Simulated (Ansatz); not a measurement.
## Antimonene bilayer (AA') in a perpendicular field

Wanted: the out-of-plane response of the antimonene bilayer (AA'). A positive field points along +c.

Method: plane-wave DFT, PBE-D3(BJ), Ansatz PAW, in Ansatz 0.2.0.

## (1) The starting structure

The cell holds 4 atoms: 4 Sb. Cell: a = 4.120 Å, b = 4.120 Å, c = 43.600 Å, α = 90.0°, β = 90.0°, γ = 120.0°. Regions: layer 1: antimonene, 2 atoms (2 Sb); layer 2: antimonene, 2 atoms (2 Sb). Vacuum lies along c.

## (2) Relaxing the slab

The starting cell is a guess, so the in-plane lattice and the atoms are relaxed first, with the slab cut off from its images along the normal.

Input file input.yaml:

```yaml
crystal:
  lattice:
    - [4.12, 0.0, 0.0]
    - [-2.06, 3.5680246636, 0.0]
    - [0.0, 0.0, 43.5999999986]
  atoms:
    - { symbol: Sb, position: [0.6666666667, 0.3333333333, 0.4277522936] }
    - { symbol: Sb, position: [0.3333333333, 0.6666666667, 0.4655963303] }
    - { symbol: Sb, position: [0.3333333333, 0.6666666667, 0.5344036697] }
    - { symbol: Sb, position: [0.6666666667, 0.3333333333, 0.5722477064] }
  periodic: [true, true, false]
kpoints:
  mp_grid: { grid: [12, 12, 1] }
hamiltonian:
  xc: pbe
  dispersion: d3bj
scf:
  occupations: { method: fermi_dirac, width: 0.05 }
  convergence: { dr2_threshold: 1.0e-09 }
relax:
  f_tol: 0.004
  max_steps: 90
  cell: {}
output:
  write_potential: true
  write_density: true
  volumetric_format: npy
```

Command:

```bash
$ ansatz run input.yaml --threads 4 --pin off --max-ram 8192MiB --backend cpu --events-out ev --progress --plain --runs-dir out
```

The log of the run:

```text
Warning: relax.cell: scf.convergence.dr2_threshold = 1e-9 eV is looser than the 1.50551394521e-10 eV advised for a relaxation that steers and ends on the stress (1e-10 eV for each atom of the cell: 4, times the square of relax.cell.stress_2d_tol = 0.05 N/m over 16.3 Å (the atoms' height at the walk's start and 5 Å past either face), 3.067e-2 GPa, over a crystal's default 0.05). What an SCF threshold leaves in a stress goes as its square root, and in the free energy as the threshold itself, and one threshold admits the most on a small cell: [figures from the program's tests cut] Set scf.convergence.dr2_threshold to 1.50551394521e-10 eV or tighter. [rest of the remark cut]
Engine: ansatz 0.2.0, x86_64-unknown-linux-gnu
Pseudopotentials: kind: paw
Pseudopotential: Sb, paw, valence charge 15, recommended cutoff 420 eV (normal), Sb.paw.azcp
Functional definition: PBE
  parameter kappa = 0.804
  parameter beta = 0.066725
  exchange = pbe_x(kappa = kappa, mu = beta*pi^2/3)
  correlation = pbe_c(beta = beta)
Crystal: 4 atoms, lattice volume = 640.931 Å³
Basis set: ecut = 420 eV, 12397 PW (Γ), exchange–correlation on 60×60×600 points (8 copies of the dense FFT grid, shifted against one another)
Bands: 36, of which v1, the nominal top of the filled ones, is band 30 counted from 1 (29 counted from 0)
Symmetry: 12 space group operations
Space group: P-6m2 (ITA 187), of the structure as read, at distance tolerance 8.6e-5 Å
k-points: 19 of 144 (time reversal used)
Non-local potential: Sb, projectors of the file, l = 0: 2, l = 1: 2, l = 2: 2, l = 3: 2
PAW form: soft (Blöchl's): semilocal exchange-correlation on the pseudo side does not see the compensation charge
PAW one-centre angular grid: Sb, 590 points (default); XC on 64 Gauss nodes
Initial density: superposition of atomic densities (neutral atoms: chi_scale 0, normalization atom), corrected by the library's trained network
Initial wavefunctions: pseudopotential atomic-orbital guess
Functional: x = pbe(κ = 0.804, μ = 0.219515), c = pbe(β = 0.066725)
SCF iter   1: F=—  HF=-25938.287508 eV  |F-HF|=—  |Δ(HF+E_count)|=         —  Δρ=8.62e-4  dr2=7.62e-3  ethr=1.77e-3  ⟨swp⟩=16.2  Hψ=4421  notcnv=0
preconditioner: auto → LDOS  [metal: Δε(μ)=0.020 eV  Ē_g=7.379 eV  σ=0.050 eV  W_gap=0.10  n_scr=66 (ndim 8)  ℏωp=6.6 eV  f_vac=0.759  D(μ)=3.55/eV (n_scr^D=12)  β→1.0]
SCF iter   2: F=—  HF=-25938.283427 eV  |F-HF|=—  |Δ(HF+E_count)|=   4.08e-3  Δρ=4.16e-4  dr2=9.68e-4  ethr=1.27e-5  ⟨swp⟩=3.2  Hψ=1732  notcnv=0  defer=4
SCF iter   3: F=—  HF=-25938.283639 eV  |F-HF|=—  |Δ(HF+E_count)|=   2.12e-4  Δρ=1.75e-4  dr2=2.31e-4  ethr=1.61e-6  ⟨swp⟩=3.0  Hψ=1436  notcnv=0  defer=4
SCF iter   4: F=—  HF=-25938.283611 eV  |F-HF|=—  |Δ(HF+E_count)|=   2.81e-5  Δρ=6.01e-5  dr2=2.57e-5  ethr=3.85e-7  ⟨swp⟩=2.6  Hψ=1316  notcnv=0  defer=4
SCF iter   5: F=—  HF=-25938.283615 eV  |F-HF|=—  |Δ(HF+E_count)|=   3.70e-6  Δρ=2.04e-5  dr2=4.16e-6  ethr=4.29e-8  ⟨swp⟩=2.8  Hψ=1385  notcnv=0  defer=4
SCF iter   6: F=—  HF=-25938.283596 eV  |F-HF|=—  |Δ(HF+E_count)|=   1.91e-5  Δρ=7.66e-6  dr2=5.56e-7  ethr=6.93e-9  ⟨swp⟩=3.0  Hψ=1387  notcnv=0  defer=4
SCF iter   7: F=—  HF=-25938.283596 eV  |F-HF|=—  |Δ(HF+E_count)|=   5.72e-8  Δρ=2.45e-6  dr2=8.49e-8  ethr=9.27e-10  ⟨swp⟩=2.7  Hψ=1334  notcnv=0  defer=4
SCF iter   8: F=—  HF=-25938.283596 eV  |F-HF|=—  |Δ(HF+E_count)|=   5.16e-9  Δρ=1.12e-6  dr2=9.28e-9  ethr=1.42e-10  ⟨swp⟩=3.9  Hψ=1663  notcnv=0  defer=4
SCF iter   9: F=—  HF=-25938.283596 eV  |F-HF|=—  |Δ(HF+E_count)|=   2.99e-9  Δρ=3.05e-7  dr2=1.22e-9  ethr=1.55e-11  ⟨swp⟩=2.2  Hψ=1283  notcnv=0  defer=4
SCF iter  10: F=-25938.283596 eV  HF=-25938.283596 eV  |F-HF|=4.77e-10  |Δ(HF+E_count)|=   2.48e-9  Δρ=7.48e-8  dr2=9.86e-11  ethr=1.67e-12  ⟨swp⟩=11.4  Hψ=4603  notcnv=0
SCF 1 converged in 10 iterations: F = -25938.283596 eV  dr2 = 9.86e-11
  greatest PAW one-centre occupation: 0.996 electrons in one spin orbital (limit 2), on the Sb atom at site 2 (counted from 0), in its partial waves of l = 2
relax step   1: F+E_penalty+E_count = -25938.28359576 eV  Δ(F+E_penalty+E_count) = +0.000e0 eV  max|allowed force component| = 1.096e0 eV/Å  Δτ_max = 0.0000 Å  P = -0.047 N/m  Ω = 640.931 Å³  fix = [c, alpha, beta]  reactions: c -0.000 N/m  (10 SCF iters, accepted)
Crystal: 4 atoms, lattice volume = 643.606 Å³
Basis set: ecut = 420 eV, 12409 PW (Γ), exchange–correlation on 60×60×600 points (8 copies of the dense FFT grid, shifted against one another)
Initial density: handed on by an earlier stage of this run
Initial wavefunctions: those handed on with the density
iter 1 solved again at ethr=1.38e-4 eV; its pass at ethr=3.10e-3 eV (dr2=8.25e-2 eV) is discarded
SCF iter   1: F=—  HF=-25938.581458 eV  |F-HF|=—  |Δ(HF+E_count)|=         —  Δρ=3.71e-3  dr2=8.18e-2  ethr=1.38e-4  ⟨swp⟩=2.0  Hψ=4360  notcnv=0
preconditioner: auto → LDOS  [insulator: Δε(μ)=0.299 eV  Ē_g=7.390 eV  σ=0.050 eV  W_gap=0.90  n_scr=66 (ndim 8)  ℏωp=6.5 eV  f_vac=0.752  D(μ)=0.24/eV (n_scr^D=2)  ε∞_Penn≈1.8  β→1.0]
SCF iter   2: F=—  HF=-25938.599304 eV  |F-HF|=—  |Δ(HF+E_count)|=   1.78e-2  Δρ=1.74e-3  dr2=1.85e-1  ethr=1.36e-4  ⟨swp⟩=4.6  Hψ=1770  notcnv=0  recentre
SCF iter   3: F=—  HF=-25938.579062 eV  |F-HF|=—  |Δ(HF+E_count)|=   2.02e-2  Δρ=1.45e-3  dr2=5.21e-2  ethr=1.36e-4  ⟨swp⟩=5.0  Hψ=1734  notcnv=0
SCF iter   4: F=—  HF=-25938.574102 eV  |F-HF|=—  |Δ(HF+E_count)|=   4.96e-3  Δρ=2.13e-4  dr2=8.92e-4  ethr=8.69e-5  ⟨swp⟩=2.7  Hψ=976  notcnv=0  defer=2
SCF iter   5: F=—  HF=-25938.573888 eV  |F-HF|=—  |Δ(HF+E_count)|=   2.15e-4  Δρ=4.73e-5  dr2=1.81e-5  ethr=1.49e-6  ⟨swp⟩=3.9  Hψ=1533  notcnv=0  defer=2
SCF iter   6: F=—  HF=-25938.573903 eV  |F-HF|=—  |Δ(HF+E_count)|=   1.49e-5  Δρ=1.20e-5  dr2=7.52e-7  ethr=3.02e-8  ⟨swp⟩=3.1  Hψ=1367  notcnv=0  defer=2
SCF iter   7: F=—  HF=-25938.573882 eV  |F-HF|=—  |Δ(HF+E_count)|=   2.07e-5  Δρ=3.03e-6  dr2=6.04e-8  ethr=1.25e-9  ⟨swp⟩=3.5  Hψ=1388  notcnv=0  defer=2
SCF iter   8: F=—  HF=-25938.573882 eV  |F-HF|=—  |Δ(HF+E_count)|=   1.40e-7  Δρ=8.54e-7  dr2=5.58e-9  ethr=1.01e-10  ⟨swp⟩=3.7  Hψ=1519  notcnv=0  defer=2
SCF iter   9: F=-25938.573882 eV  HF=-25938.573882 eV  |F-HF|=1.52e-9  |Δ(HF+E_count)|=   2.99e-9  Δρ=1.73e-7  dr2=1.55e-10  ethr=1.67e-12  ⟨swp⟩=12.0  Hψ=4973  notcnv=0
SCF 2 converged in 9 iterations: F = -25938.573882 eV  dr2 = 1.55e-10
[...]
SCF iter   7: F=—  HF=-25938.701724 eV  |F-HF|=—  |Δ(HF+E_count)|=   2.02e-5  Δρ=3.28e-6  dr2=7.77e-8  ethr=1.45e-9  ⟨swp⟩=3.8  Hψ=1590  notcnv=0
SCF iter   8: F=—  HF=-25938.701724 eV  |F-HF|=—  |Δ(HF+E_count)|=   5.39e-8  Δρ=8.85e-7  dr2=6.19e-9  ethr=1.30e-10  ⟨swp⟩=2.8  Hψ=1331  notcnv=0
SCF iter   9: F=-25938.701724 eV  HF=-25938.701724 eV  |F-HF|=3.57e-10  |Δ(HF+E_count)|=   8.27e-9  Δρ=2.50e-7  dr2=6.02e-10  ethr=1.67e-12  ⟨swp⟩=12.2  Hψ=5054  notcnv=0
SCF 3 converged in 9 iterations: F = -25938.701724 eV  dr2 = 6.02e-10
  greatest PAW one-centre occupation: 0.996 electrons in one spin orbital (limit 2), on the Sb atom at site 1 (counted from 0), in its partial waves of l = 2
relax step   3: F+E_penalty+E_count = -25938.70172366 eV  Δ(F+E_penalty+E_count) = -1.278e-1 eV  max|allowed force component| = 2.557e-1 eV/Å  Δτ_max = 0.1950 Å  P = -0.450 N/m  Ω = 632.759 Å³  energy of the carried Pulay correction = +3.101e-4 eV  fix = [c, alpha, beta]  reactions: c -0.000 N/m  (9 SCF iters, accepted)
[...]
relax step   4: F+E_penalty+E_count = -25938.73148273 eV  Δ(F+E_penalty+E_count) = -2.976e-2 eV  max|allowed force component| = 1.454e-1 eV/Å  Δτ_max = 0.0943 Å  P = -0.216 N/m  Ω = 627.135 Å³  energy of the carried Pulay correction = +5.258e-4 eV  fix = [c, alpha, beta]  reactions: c -0.000 N/m  (9 SCF iters, accepted)
[...]
relax step   5: F+E_penalty+E_count = -25938.74183419 eV  Δ(F+E_penalty+E_count) = -1.035e-2 eV  max|allowed force component| = 4.109e-2 eV/Å  Δτ_max = 0.1102 Å  P = -0.018 N/m  Ω = 625.604 Å³  energy of the carried Pulay correction = +5.849e-4 eV  fix = [c, alpha, beta]  reactions: c -0.000 N/m  (9 SCF iters, accepted)
[...]
relax step   6: F+E_penalty+E_count = -25938.74087141 eV  Δ(F+E_penalty+E_count) = +9.628e-4 eV  max|allowed force component| = 7.982e-2 eV/Å  Δτ_max = 0.0220 Å  P = +0.137 N/m  Ω = 620.019 Å³  energy of the carried Pulay correction = +8.015e-4 eV  fix = [c, alpha, beta]  (8 SCF iters, rejected (line search))
[...]
relax step   7: F+E_penalty+E_count = -25938.74217762 eV  Δ(F+E_penalty+E_count) = -3.434e-4 eV  max|allowed force component| = 1.242e-3 eV/Å  Δτ_max = 0.0098 Å  P = -0.003 N/m  Ω = 624.275 Å³  energy of the carried Pulay correction = +6.363e-4 eV  fix = [c, alpha, beta]  reactions: c -0.000 N/m  (8 SCF iters, accepted)
Initial wavefunctions: pseudopotential atomic-orbital guess (no wavefunctions were taken with the density)
iter 1 solved again at ethr=5.13e-7 eV; its pass at ethr=3.10e-3 eV (dr2=3.08e-4 eV) is discarded
SCF iter   1: F=—  HF=-25938.741523 eV  |F-HF|=—  |Δ(HF+E_count)|=         —  Δρ=1.12e-5  dr2=1.01e-7  ethr=5.13e-7  ⟨swp⟩=5.1  Hψ=6649  notcnv=0
eigensolver tolerance schedule: the retry pair's looser diagonalisation over-reported the residual by 3049.20 of it (diagonalisation noise at 1.02 of the residual, at the tolerance the schedule requests for it); recorded, not acted on — ethr = c·dr2/N_el stays at c = 1.0e-1
preconditioner: auto → Resta (q_TF=auto, 1.847 Å⁻¹)  ε∞=1.8  [insulator: Δε(μ)=0.880 eV  Ē_g=7.315 eV  σ=0.050 eV  W_gap=1.00  n_scr=66 (ndim 8)  ℏωp=6.6 eV  f_vac=0.734  D(μ)=0.00/eV (n_scr^D=0)  ε∞_Penn≈1.8  vacuum switching on, ρ_ref=3.9e-3 e/Å³]
SCF iter   2: F=—  HF=-25938.741499 eV  |F-HF|=—  |Δ(HF+E_count)|=   2.35e-5  Δρ=6.05e-6  dr2=3.48e-8  ethr=1.68e-10  ⟨swp⟩=5.0  Hψ=2102  notcnv=0
SCF iter   3: F=—  HF=-25938.741500 eV  |F-HF|=—  |Δ(HF+E_count)|=   9.24e-8  Δρ=1.33e-6  dr2=5.66e-9  ethr=5.80e-11  ⟨swp⟩=2.8  Hψ=1333  notcnv=0
SCF iter   4: F=—  HF=-25938.741500 eV  |F-HF|=—  |Δ(HF+E_count)|=   3.52e-9  Δρ=4.36e-7  dr2=5.31e-9  ethr=9.43e-12  ⟨swp⟩=4.0  Hψ=1510  notcnv=0
SCF iter   5: F=-25938.741500 eV  HF=-25938.741500 eV  |F-HF|=6.98e-10  |Δ(HF+E_count)|=  4.98e-10  Δρ=3.08e-7  dr2=8.21e-10  ethr=1.67e-12  ⟨swp⟩=14.4  Hψ=5423  notcnv=0
SCF 8 converged in 5 iterations: F = -25938.741500 eV  dr2 = 8.21e-10
relax step   8: F+E_penalty+E_count = -25938.74149957 eV  Δ(F+E_penalty+E_count) = +6.780e-4 eV  max|allowed force component| = 1.310e-3 eV/Å  Δτ_max = 0.0000 Å  P = -0.000 N/m  Ω = 624.275 Å³  fix = [c, alpha, beta]  reactions: c -0.000 N/m  stress off target by 3.04e-4 N/m on what of the cell is left free  SCF on the basis re-selected at this cell (its energy is not comparable with the rows above)  (5 SCF iters)
basis re-selected at this cell: Δ(F+E_penalty+E_count) = +6.780e-4 eV, ΔP = +0.003 N/m vs the last step (what re-selecting the basis moved, of the pressure what is left beyond the Pulay correction that the steps carried, after the strain that the cell walked since its last selection, with what the two solves' SCF thresholds leave and, on support functions, any second-order correction that the steps lacked; it is no m [...]
WARN: The output density's exchange-correlation potential varies sharply where the density is thin. Do not read a vacuum level from v_tot or v_xc, or from such a field of the output density. On a cell that repeats whose density bears no net charge and no dipole along the vacuum's axis use v_es (v_loc + v_h of the components); under efield.dipole_correction with no amplitude use v_es + v_field, which holds any externa [...]
SCF converged after 5 iterations
Free energy (F): -25938.741500 eV
Harris-Foulkes:  -25938.741500 eV  (|F-HF|=6.98e-10)
Internal energy: -25938.741489 eV  (E = F + TS)
E sigma→0 (E₀):  -25938.741494 eV
Entropy (-TS):   -0.000010 eV (-0.003 meV/atom)
Fermi energy:    -4.257918 eV
--- Per-component energies (eV) ---
  E_band       = -1516.103469
  E_kinetic    = 826.350155
  E_local      = -177214.978932  (includes V_loc(G=0)·N_el)
  E_nonlocal   = 1448.557281
  E_hartree    = 87891.824696
  E_xc         = -552.145812
  E_vxc        = -382.519739  (∫ρ·V_xc dr)
  E_paw        = -18301.021020  (= ΣΔE_a)
  E_vpaw       = -1977.158967  (= ΣTr[D̂ρ^β])
  E_aug_tail   = -0.000006  (compensation charges beyond the density's cutoff)
  E_ewald      = 79963.806939
  E_disp       = -1.134790  (pairwise vdW)
  E_smearing   = -0.000010  (= −TS)
  E_closure    = -0.000000  (closes the sum)
  Σ components = -25938.741500   (vs F -25938.741500, Δ=0.00e0)
--- Forces (eV/Å), atoms counted from 1 ---
  atom   1  Sb     0.00000000     0.00000000    -0.00131041
  atom   2  Sb    -0.00000000    -0.00000000    -0.00003498
  atom   3  Sb    -0.00000000    -0.00000000     0.00003498
  atom   4  Sb     0.00000000     0.00000000     0.00131041
  max |Σ_I F_I| component: 9.25e-18 eV/Å
--- 2D stress c σ (N/m, compression-positive) ---
       -0.000304      -0.000000      -0.000000
       -0.000000      -0.000304       0.000000
        0.000000       0.000000       0.000000
  P = ½ c Tr σ = -0.0003 N/m
--- Band table (eV; the first three rows and the last of 19) ---
  k-point 0: bands = [... 26 lower, -4.7346, -4.7346, -4.6832, -4.6832, -3.1645, -2.7270, -1.9860, -1.9860, ... 2 higher]
  k-point 1: bands = [... 26 lower, -5.4360, -4.9134, -4.8945, -4.8622, -2.6759, -2.3714, -2.0896, -1.8379, ... 2 higher]
  k-point 2: bands = [... 26 lower, -5.8780, -5.3082, -5.2571, -4.8792, -3.0832, -2.8127, -1.5333, -1.5149, ... 2 higher]
  k-point 18: bands = [... 26 lower, -7.0762, -6.7458, -6.6092, -6.3297, -3.6429, -3.1934, -1.6703, -1.6558, ... 2 higher]
  the weakly bound empty levels are not read free of the cell's end (no_gap_told)
--- Relaxed structure (7 steps of the walk, 6 accepted, 1 SCFs on fresh bases) ---
  F+E_penalty+E_count = -25938.74149957 eV   max|allowed force component| = 1.310e-3 eV/Å   (the final SCF, on the basis selected at the relaxed cell)
  cell:  # Å, volume = 624.2746 Å³
    - [4.066111, 0, 0.0]
    - [-2.033056, 3.521356, 0.0]
    - [0.0, 0.0, 43.5999999986]
  atoms:
    - { symbol: Sb, position: [0.666667, 0.333333, 0.415759] }
    - { symbol: Sb, position: [0.333333, 0.666667, 0.453657] }
    - { symbol: Sb, position: [0.333333, 0.666667, 0.546343] }
    - { symbol: Sb, position: [0.666667, 0.333333, 0.584241] }
```

The job ended after 48 s (4 threads of AMD EPYC 9R14 (Zen 4), shared host; peak memory 1.2 GiB).

Step by step:

```csv
step,energy less that of the first step (eV),largest force component (eV/Å),volume (Å³)
1,0.0000,1.0964,640.93
2,-0.2903,0.5289,643.61
3,-0.4181,0.2557,632.76
4,-0.4479,0.1454,627.13
5,-0.4582,0.0411,625.60
6,-0.4573,0.0798,620.02
7,-0.4586,0.0012,624.27
8*,-0.4579,0.0013,624.27
```

Relaxation steps marked * repeat the geometry before them on a plane-wave basis chosen anew for their cell, so energy and pressure can jump there. Relaxation step 6 was tried and not accepted.

The run keeps the 12 symmetry operations that the program found, so distortions that break them were not tested.

```csv
cell as run,before,after,change
a (Å),4.120,4.066,-1.3 %
b (Å),4.120,4.066,-1.3 %
```

The atoms that moved most (Å, along periodic axes as changes of fractional coordinates times the final cell, across vacuum about the mean position):

```csv
atom,dx,dy,dz,length
Sb4,0.000,0.000,0.523,0.523
Sb1,0.000,0.000,-0.523,0.523
Sb3,0.000,0.000,0.521,0.521
Sb2,0.000,0.000,-0.521,0.521
```

The lattice constant a goes from 4.120 to 4.066 Å.

(Continued in part 2 of 3.)

[Long decimals in the printed logs are rounded to 6 places.]

[Logs are printed without paths, hosts, clocks, repeated set-up lines and the standing remarks that a program may print on its own settings, such as how far it seeks lower states.]

[Hosts, paths, dates, database ids (printed as entryN), source tags and the programs' standing remarks are cut or masked in the printed files.]

[Maps of the electrostatic potential energy from Ansatz leave out the sawtooth potential of an applied field or a dipole correction, so their vacuum need not be flat; planar profiles and work functions include it.]
